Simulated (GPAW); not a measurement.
## Near-edge structure at the Li K edge of LiPb (Pm-3m)

Aim: the near-edge shape at the Li K edge of LiPb (Pm-3m), and what the core hole does to it.

Method: X-ray absorption from dipole matrix elements to empty bands, plane-wave PAW LDA, without spin-orbit coupling, in GPAW 26.7.0.

This is a report of a sequence of runs, with most program output left out.

The database entry behind the starting cell is an old determination (1941), so it need not match the best structure at ambient conditions.

### 1. Starting point

It takes space group Pm-3m (No. 221, cubic). The conventional cell has a = 3.522 Å, b = 3.522 Å, c = 3.522 Å, α = 90.00°, β = 90.00°, γ = 90.00°. Nearest to Pb lie 8 Li at 3.05 Å. Nearest to Li lie 8 Pb at 3.05 Å. Farther neighbours are not listed.

Structure file:

```cif
data_structure
_symmetry_space_group_name_H-M 'Pm-3m'
_symmetry_Int_Tables_number 221
_cell_length_a 3.5220
_cell_length_b 3.5220
_cell_length_c 3.5220
_cell_angle_alpha 90.000
_cell_angle_beta 90.000
_cell_angle_gamma 90.000
_cell_volume 43.69
loop_
_atom_site_label
_atom_site_type_symbol
_atom_site_symmetry_multiplicity
_atom_site_Wyckoff_symbol
_atom_site_fract_x
_atom_site_fract_y
_atom_site_fract_z
_atom_site_occupancy
Pb1 Pb 1 a 0.00000 0.00000 0.00000 1
Li1 Li 1 b 0.50000 0.50000 0.50000 1
```

### 2. Ground state of the crystal

A plain self-consistent run shows whether there is a gap, which decides the set-up of the core-hole run.

Input file scf.py:

```python
import numpy as np
from ase import Atoms
from ase.parallel import parprint, paropen
from gpaw import GPAW, PW, FermiDirac, Mixer, MixerDif, setup_paths
from gpaw.test import gen
setup_paths.insert(0, '.')
gen('Li', name='nch1s', xcname='LDA', corehole=(1, 0, 0), write_xml=True)
from gpaw.mpi import world
world.barrier()

atoms = Atoms('PbLi',
    cell=[[3.522, 0, 0],
     [0, 3.522, 0],
     [0, 0, 3.522]],
    scaled_positions=[[0, 0, 0],
     [0.5, 0.5, 0.5]],
    pbc=True)
atoms.calc = calc = GPAW(legacy_gpaw=True, mode=PW(500, force_complex_dtype=True), xc='LDA', setups={1: 'nch1s'},
    kpts={'size': (7, 7, 7), 'gamma': True}, occupations=FermiDirac(0.05),
    charge=0, mixer=Mixer(0.1, 5, 50), maxiter=150,
    convergence={'density': 0.0001, 'eigenstates': 1e-6}, txt='scf.txt')
energy = atoms.get_potential_energy() + calc.get_reference_energy()
ef = calc.get_fermi_level()
out = dict(energy=energy, fermi=ef, forces=atoms.get_forces().tolist())
parprint(f'all-electron energy {energy:.4f} eV, Fermi level {ef:.4f} eV')
ev = np.array([[calc.get_eigenvalues(k, s) for k in range(len(calc.get_ibz_k_points()))] for s in range(calc.get_number_of_spins())])
out['homo'], out['lumo'], out['counts'] = ev[ev < ef].max(), ev[ev > ef].min(), sorted(set((ev < ef).sum((0, 2)).tolist()))
out['filled'] = (ev[:, 0] < ef).sum(1).tolist()
import json
with paropen('out.json', 'w') as f:
    json.dump(out, f)
```

On the command line:

```sh
$ OMP_NUM_THREADS=1 mpirun -n 4 gpaw python scf.py
```

Wall time 4.8 s (4 MPI ranks of AMD EPYC 9R14 (Zen 4), shared host); peak memory 0.17 GiB; 18 s of CPU time.

The mesh shows no gap, so the system is treated as a metal and the core electron is put at the Fermi level (neutral cell).

### 3. Spectrum without a core hole, Li atom 2

This cheap baseline ignores the attraction of the hole: it shows the absorber's empty states as they are in the ground state. The data set with a hole of occupation 0 only carries the core orbital.

The absorber has 8 Pb at 3.05 Å and 6 Li at 3.52 Å (cube and octahedron, as in bcc, site symmetry m-3m).

Input file xas.py:

```python
import numpy as np
from ase import Atoms
from ase.parallel import parprint, paropen
from gpaw import GPAW, PW, FermiDirac, Mixer, MixerDif, setup_paths
from gpaw.test import gen
setup_paths.insert(0, '.')
gen('Li', name='nch1s', xcname='LDA', corehole=(1, 0, 0), write_xml=True)
from gpaw.mpi import world
world.barrier()

atoms = Atoms('PbLi',
    cell=[[3.522, 0, 0],
     [0, 3.522, 0],
     [0, 0, 3.522]],
    scaled_positions=[[0, 0, 0],
     [0.5, 0.5, 0.5]],
    pbc=True)
atoms.calc = calc = GPAW(legacy_gpaw=True, mode=PW(500, force_complex_dtype=True), xc='LDA', setups={1: 'nch1s'},
    kpts={'size': (10, 10, 10), 'gamma': True}, occupations=FermiDirac(0.1),
    charge=0, mixer=Mixer(0.1, 5, 50), maxiter=150,
    convergence={'density': 0.0001, 'eigenstates': 1e-6}, txt='scf.txt')
energy = atoms.get_potential_energy() + calc.get_reference_energy()
ef = calc.get_fermi_level()
out = dict(energy=energy, fermi=ef, forces=atoms.get_forces().tolist())
parprint(f'all-electron energy {energy:.4f} eV, Fermi level {ef:.4f} eV')
ev = np.array([[calc.get_eigenvalues(k, s) for k in range(len(calc.get_ibz_k_points()))] for s in range(calc.get_number_of_spins())])
out['homo'], out['lumo'], out['counts'] = ev[ev < ef].max(), ev[ev > ef].min(), sorted(set((ev < ef).sum((0, 2)).tolist()))
out['filled'] = (ev[:, 0] < ef).sum(1).tolist()

from ase.units import Ha
from gpaw.xas import dipole_matrix_elements
nb = int(calc.get_number_of_electrons() / 2) + 29
top = nb
nscf = calc.fixed_density(kpts={'size': (9, 9, 9), 'gamma': True},
    convergence={'eigenstates': 1.0}, txt='nscf.txt')
nscf.diagonalize_full_hamiltonian(nbands=nb)
cell = atoms.cell.array
ops = [cell.T @ U.T @ np.linalg.inv(cell.T) for U in nscf.wfs.kd.symmetry.op_scc]
E = np.arange(-25, 34, 0.1)
fwhm = np.interp(E, [4, 25], [0.9, 3.5])
Y, X, zero, highest = 0, 0, 1e9, 1e9
for spin in range(nscf.get_number_of_spins()):
    wfs = nscf.wfs
    mine = wfs.bd.get_slice()  # this rank's bands
    A = dipole_matrix_elements(wfs.setups[1])
    eps = np.zeros((wfs.kd.nibzkpts, nb))
    d = np.zeros((3, A.shape[1], wfs.kd.nibzkpts, nb), complex)
    for kpt in wfs.kpt_u:
        if kpt.s == spin and 1 in kpt.P_ani:
            eps[kpt.k, mine] = kpt.eps_n * Ha
            d[:, :, kpt.k, mine] = (kpt.weight * wfs.nspins / 2) ** 0.5 * np.inner(A, kpt.P_ani[1])
    world.sum(eps)
    world.sum(d)
    T = np.einsum('amkn,bmkn->abkn', d, d.conj()).real
    T = sum(np.einsum('ai,ijkn,bj->abkn', R, T, R) for R in ops) / len(ops)
    empty = eps > ef
    zero, highest = min(zero, eps[empty].min()), min(highest, eps[:, top - 1].min())
    lines = [(eps, T, empty)] if spin == 0 else lines + [(eps, T, empty)]
for eps, T, empty in lines:
    f = np.einsum('aakn->akn', T).reshape(3, -1)
    x = eps.ravel() - zero
    w = np.interp(x, E, fwhm) / 2.35482
    g = np.exp(-0.5 * ((E[:, None] - x) / w) ** 2) / (w * (2 * np.pi) ** 0.5)
    Y = Y + (f * empty.ravel()) @ g.T
    X = X + (f * ~empty.ravel()) @ g.T
out.update(E=E.round(2).tolist(), xas=Y.tolist(), xes=X.tolist(), zero=zero, valid=highest - zero, nk=len(eps), nb=nb)
for i in range(0, len(E), 10):
    parprint(f'{E[i]:7.2f}', *(f'{v:10.3e}' for v in Y[:, i]))
import json
with paropen('out.json', 'w') as f:
    json.dump(out, f)
```

On the command line:

```sh
$ OMP_NUM_THREADS=1 mpirun -n 4 gpaw python xas.py
```

Run time: 20 s. Hardware: 4 MPI ranks; peak memory 0.32 GiB; 80 s of CPU time.

The Li K spectrum, Li atom 2, no core hole (energy from the lowest empty level; intensity scaled to a mean of 1 over the first 20 eV):

```csv
E (eV),intensity
-2.0,0.00
-1.5,0.00
-1.0,0.00
-0.5,0.04
0.0,0.17
0.5,0.29
1.0,0.27
1.5,0.27
2.0,0.35
2.5,0.60
3.0,0.79
3.5,0.73
4.0,0.64
4.5,0.71
5.0,0.57
5.5,0.78
6.0,1.05
6.5,1.26
7.0,1.69
7.5,2.12
8.0,2.32
8.5,2.38
9.0,2.30
9.5,2.01
10.0,1.61
10.5,1.27
11.0,1.01
11.5,0.82
12.0,0.70
12.5,0.63
13.0,0.62
13.5,0.67
14.0,0.75
14.5,0.80
15.0,0.82
15.5,0.81
16.0,0.80
16.5,0.80
17.0,0.83
17.5,0.87
18.0,0.94
18.5,1.03
19.0,1.13
19.5,1.21
20.0,1.25
20.5,1.24
21.0,1.17
21.5,1.08
22.0,0.97
22.5,0.89
23.0,0.83
23.5,0.81
24.0,0.81
24.5,0.82
25.0,0.83
25.5,0.84
26.0,0.85
26.5,0.85
27.0,0.84
27.5,0.83
```

Main maxima below 24 eV (height): 3.2 eV (0.80), 4.4 eV (0.72), 8.5 eV (2.38) and 20.1 eV (1.25). A K edge sees empty p states on the absorber.

The same matrix elements for filled bands give the Li K emission of Li atom 2 (ground-state approximation; energy from the lowest empty level, largest value 1):

```csv
E (eV),emission
-24.00,0.00
-23.25,0.00
-22.50,0.00
-21.75,0.00
-21.00,0.00
-20.25,0.00
-19.50,0.00
-18.75,0.00
-18.00,0.00
-17.25,0.01
-16.50,0.03
-15.75,0.00
-15.00,0.00
-14.25,0.00
-13.50,0.00
-12.75,0.00
-12.00,0.00
-11.25,0.00
-10.50,0.01
-9.75,0.08
-9.00,0.20
-8.25,0.18
-7.50,0.09
-6.75,0.02
-6.00,0.00
-5.25,0.00
-4.50,0.00
-3.75,0.12
-3.00,0.62
-2.25,1.00
-1.50,0.95
-0.75,0.83
0.00,0.21
0.75,0.00
1.50,0.00
2.25,0.00
3.00,0.00
```

Emission maxima: -8.8 eV (0.21) and -2.2 eV (1.00).

### 4. Reference energy of the supercell

The photon energy needs a difference of total energies, so the cell and mesh of the coming hole run are first run without a hole.

Changes to scf.py since step 2:

```diff
@@ -10,11 +10,17 @@
 
-atoms = Atoms('PbLi',
-    cell=[[3.522, 0, 0],
-     [0, 3.522, 0],
-     [0, 0, 3.522]],
+atoms = Atoms('Pb4Li4',
+    cell=[[3.522, 3.522, 3.522],
+     [-3.522, 3.522, -3.522],
+     [-3.522, 3.522, 3.522]],
     scaled_positions=[[0, 0, 0],
-     [0.5, 0.5, 0.5]],
+     [0.5, 0.5, 0],
+     [0, 0.5, 0.5],
+     [0.5, 0, 0.5],
+     [0.5, 0, 0],
+     [0, 0.5, 0],
+     [0.5, 0.5, 0.5],
+     [0, 0, 0.5]],
     pbc=True)
-atoms.calc = calc = GPAW(legacy_gpaw=True, mode=PW(500, force_complex_dtype=True), xc='LDA', setups={1: 'nch1s'},
-    kpts={'size': (7, 7, 7), 'gamma': True}, occupations=FermiDirac(0.05),
+atoms.calc = calc = GPAW(legacy_gpaw=True, mode=PW(500, force_complex_dtype=True), xc='LDA', setups={4: 'nch1s'},
+    kpts={'size': (5, 5, 5), 'gamma': True}, occupations=FermiDirac(0.1),
     charge=0, mixer=Mixer(0.1, 5, 50), maxiter=150,
```

On the command line:

```sh
$ OMP_NUM_THREADS=1 mpirun -n 4 gpaw python scf.py
```

Elapsed: 15 s, on 4 MPI ranks; peak memory 0.25 GiB.

Reference energy: -2268711.023 eV with the cores included.

### 5. Spectrum with XCH, Li atom 2

The holes are 6.1 Å apart. In GPAW the data set carries the hole's charge, so charge=0 means a charged cell and charge=-1 a neutral one. The excited electron is kept in the cell, where it fills the lowest empty states and screens the hole. After the field has converged, empty bands are computed with the density fixed and the dipole matrix elements are summed.

Changes to xas.py since step 3:

```diff
@@ -6,3 +6,3 @@
 setup_paths.insert(0, '.')
-gen('Li', name='nch1s', xcname='LDA', corehole=(1, 0, 0), write_xml=True)
+gen('Li', name='fch1s', xcname='LDA', corehole=(1, 0, 1), write_xml=True)
 from gpaw.mpi import world
@@ -10,12 +10,18 @@
 
-atoms = Atoms('PbLi',
-    cell=[[3.522, 0, 0],
-     [0, 3.522, 0],
-     [0, 0, 3.522]],
+atoms = Atoms('Pb4Li4',
+    cell=[[3.522, 3.522, 3.522],
+     [-3.522, 3.522, -3.522],
+     [-3.522, 3.522, 3.522]],
     scaled_positions=[[0, 0, 0],
-     [0.5, 0.5, 0.5]],
+     [0.5, 0.5, 0],
+     [0, 0.5, 0.5],
+     [0.5, 0, 0.5],
+     [0.5, 0, 0],
+     [0, 0.5, 0],
+     [0.5, 0.5, 0.5],
+     [0, 0, 0.5]],
     pbc=True)
-atoms.calc = calc = GPAW(legacy_gpaw=True, mode=PW(500, force_complex_dtype=True), xc='LDA', setups={1: 'nch1s'},
-    kpts={'size': (10, 10, 10), 'gamma': True}, occupations=FermiDirac(0.1),
-    charge=0, mixer=Mixer(0.1, 5, 50), maxiter=150,
+atoms.calc = calc = GPAW(legacy_gpaw=True, mode=PW(500, force_complex_dtype=True), xc='LDA', setups={4: 'fch1s'},
+    kpts={'size': (5, 5, 5), 'gamma': True}, occupations=FermiDirac(0.1),
+    charge=-1, mixer=Mixer(0.1, 5, 50), maxiter=150,
     convergence={'density': 0.0001, 'eigenstates': 1e-6}, txt='scf.txt')
@@ -31,10 +37,9 @@
 from gpaw.xas import dipole_matrix_elements
-nb = int(calc.get_number_of_electrons() / 2) + 29
-top = nb
-nscf = calc.fixed_density(kpts={'size': (9, 9, 9), 'gamma': True},
-    convergence={'eigenstates': 1.0}, txt='nscf.txt')
-nscf.diagonalize_full_hamiltonian(nbands=nb)
+nb = int(calc.get_number_of_electrons() / 2) + 107
+top, nb = nb, nb + 8 + nb // 12
+nscf = calc.fixed_density(kpts={'size': (6, 6, 6), 'gamma': True}, nbands=nb,
+    convergence={'bands': top, 'eigenstates': 5e-3}, maxiter=60, txt='nscf.txt')
 cell = atoms.cell.array
 ops = [cell.T @ U.T @ np.linalg.inv(cell.T) for U in nscf.wfs.kd.symmetry.op_scc]
-E = np.arange(-25, 34, 0.1)
+E = np.arange(-6, 34, 0.1)
 fwhm = np.interp(E, [4, 25], [0.9, 3.5])
@@ -44,3 +49,3 @@
     mine = wfs.bd.get_slice()  # this rank's bands
-    A = dipole_matrix_elements(wfs.setups[1])
+    A = dipole_matrix_elements(wfs.setups[4])
     eps = np.zeros((wfs.kd.nibzkpts, nb))
@@ -48,5 +53,5 @@
     for kpt in wfs.kpt_u:
-        if kpt.s == spin and 1 in kpt.P_ani:
+        if kpt.s == spin and 4 in kpt.P_ani:
             eps[kpt.k, mine] = kpt.eps_n * Ha
-            d[:, :, kpt.k, mine] = (kpt.weight * wfs.nspins / 2) ** 0.5 * np.inner(A, kpt.P_ani[1])
+            d[:, :, kpt.k, mine] = (kpt.weight * wfs.nspins / 2) ** 0.5 * np.inner(A, kpt.P_ani[4])
     world.sum(eps)
```

On the command line:

```sh
$ OMP_NUM_THREADS=1 mpirun -n 4 gpaw python xas.py
```

Run time: 57 s. Hardware: 4 MPI ranks; peak memory 0.42 GiB; 3.7 min of CPU time.

The Li K spectrum, Li atom 2, excited-electron core hole (neutral cell) (energy from the lowest empty level; intensity scaled to a mean of 1 over the first 20 eV):

```csv
E (eV),intensity
-2.00,0.00
-1.25,0.00
-0.50,0.03
0.25,0.36
1.00,1.39
1.75,1.95
2.50,1.02
3.25,0.67
4.00,1.11
4.75,1.39
5.50,3.23
6.25,2.94
7.00,1.31
7.75,0.57
8.50,0.58
9.25,0.49
10.00,0.39
10.75,0.42
11.50,0.46
12.25,0.50
13.00,0.60
13.75,0.67
14.50,0.69
15.25,0.71
16.00,0.78
16.75,0.88
17.50,0.98
18.25,1.00
19.00,0.92
19.75,0.79
20.50,0.67
21.25,0.60
22.00,0.57
22.75,0.59
23.50,0.60
24.25,0.59
25.00,0.57
25.75,0.53
26.50,0.51
27.25,0.49
28.00,0.47
28.75,0.44
29.50,0.40
30.25,0.34
31.00,0.28
31.75,0.24
```

Main maxima below 24 eV (height): 1.7 eV (1.96), 5.8 eV (3.48) and 18.0 eV (1.01). 

The total-energy difference is 57.60 eV. One term is added: -3.34 eV, since the hole is spin-paired here and a spin-polarised one costs that much less in the free atom (computed apart). The photon energy is then 54.26 eV. The tabulated edge of the element is 54.7 eV. The functional leaves an error in such absolute values: in the free atom LDA prices this hole 1.0 eV below PBE (computed apart), and PBE is itself good to a few eV.

### 6. With and without the hole

Both curves are counted from their own zero, so only the shift of weight within the empty states shows.

```csv
E (eV),no hole,XCH
-2.0,0.00,0.00
-1.0,0.00,0.00
0.0,0.17,0.19
1.0,0.27,1.39
2.0,0.35,1.76
3.0,0.79,0.66
4.0,0.64,1.11
5.0,0.57,1.87
6.0,1.05,3.34
7.0,1.69,1.31
8.0,2.32,0.54
9.0,2.30,0.54
10.0,1.61,0.39
11.0,1.01,0.43
12.0,0.70,0.48
13.0,0.62,0.60
14.0,0.75,0.68
15.0,0.82,0.70
16.0,0.80,0.78
17.0,0.83,0.92
18.0,0.94,1.01
19.0,1.13,0.92
20.0,1.25,0.74
21.0,1.17,0.62
22.0,0.97,0.57
23.0,0.83,0.59
24.0,0.81,0.60
25.0,0.83,0.57
26.0,0.85,0.52
27.0,0.84,0.49
```

With each curve scaled to its own mean, the area from −2 to 6 eV with the hole is 8.8 against 3.4, and the centre of weight from −1 to 20 eV moves by -1.9 eV: the hole pulls the absorber's empty states down.

### 7. Results

- absorber and edge: Li K, atom 2 of the ground-state input (counted from 1)
- surroundings: 8 Pb at 3.05 Å and 6 Li at 3.52 Å (cube and octahedron, as in bcc, site symmetry m-3m)
- highest intensity below 16 eV: 5.8 eV above the zero, height 3.48
- photon energy of the zero, with the added terms: 54.3 eV (raw 57.6 eV; LDA puts this hole about 1 eV below PBE, itself good to a few eV)

The Li K edge of atom 2, with 8 Pb at 3.05 Å and 6 Li at 3.52 Å (cube and octahedron, as in bcc, site symmetry m-3m), has its highest intensity of the first 16 eV at 5.8 eV above the zero, near 60 eV in photon energy (LDA puts this hole about 1 eV below PBE, itself good to a few eV), 3.5 times the mean level of the first 20 eV (Gaussian full width 0.9 eV up to 4 eV, rising linearly to 3.5 eV at 25 eV). With each curve scaled to its own mean, the area from −2 to 6 eV with the hole is 8.8 against 3.4, and the centre of weight from −1 to 20 eV moves by -1.9 eV: the hole pulls the absorber's empty states down. The holes are only 6.1 Å apart, so the shape is probably not converged with cell size; no larger cell was run here. The structure is a published determination, not relaxed.

[Logs are printed without paths, hosts, clocks, repeated set-up lines and the standing remarks that a program may print on its own settings, such as how far it seeks lower states.]

[Hosts, paths, dates, database ids (printed as entryN), source tags and the programs' standing remarks are cut or masked in the printed files.]

[Lists of maxima count a maximum above −3 eV only where it reaches 4 % of the highest in the window and stands out from its surroundings by 2 % of it (1.5 % where it reaches 55 %); shoulders and weaker maxima are passed over, and of the rest the first, up to two pre-edge ones and the few strongest are named.]
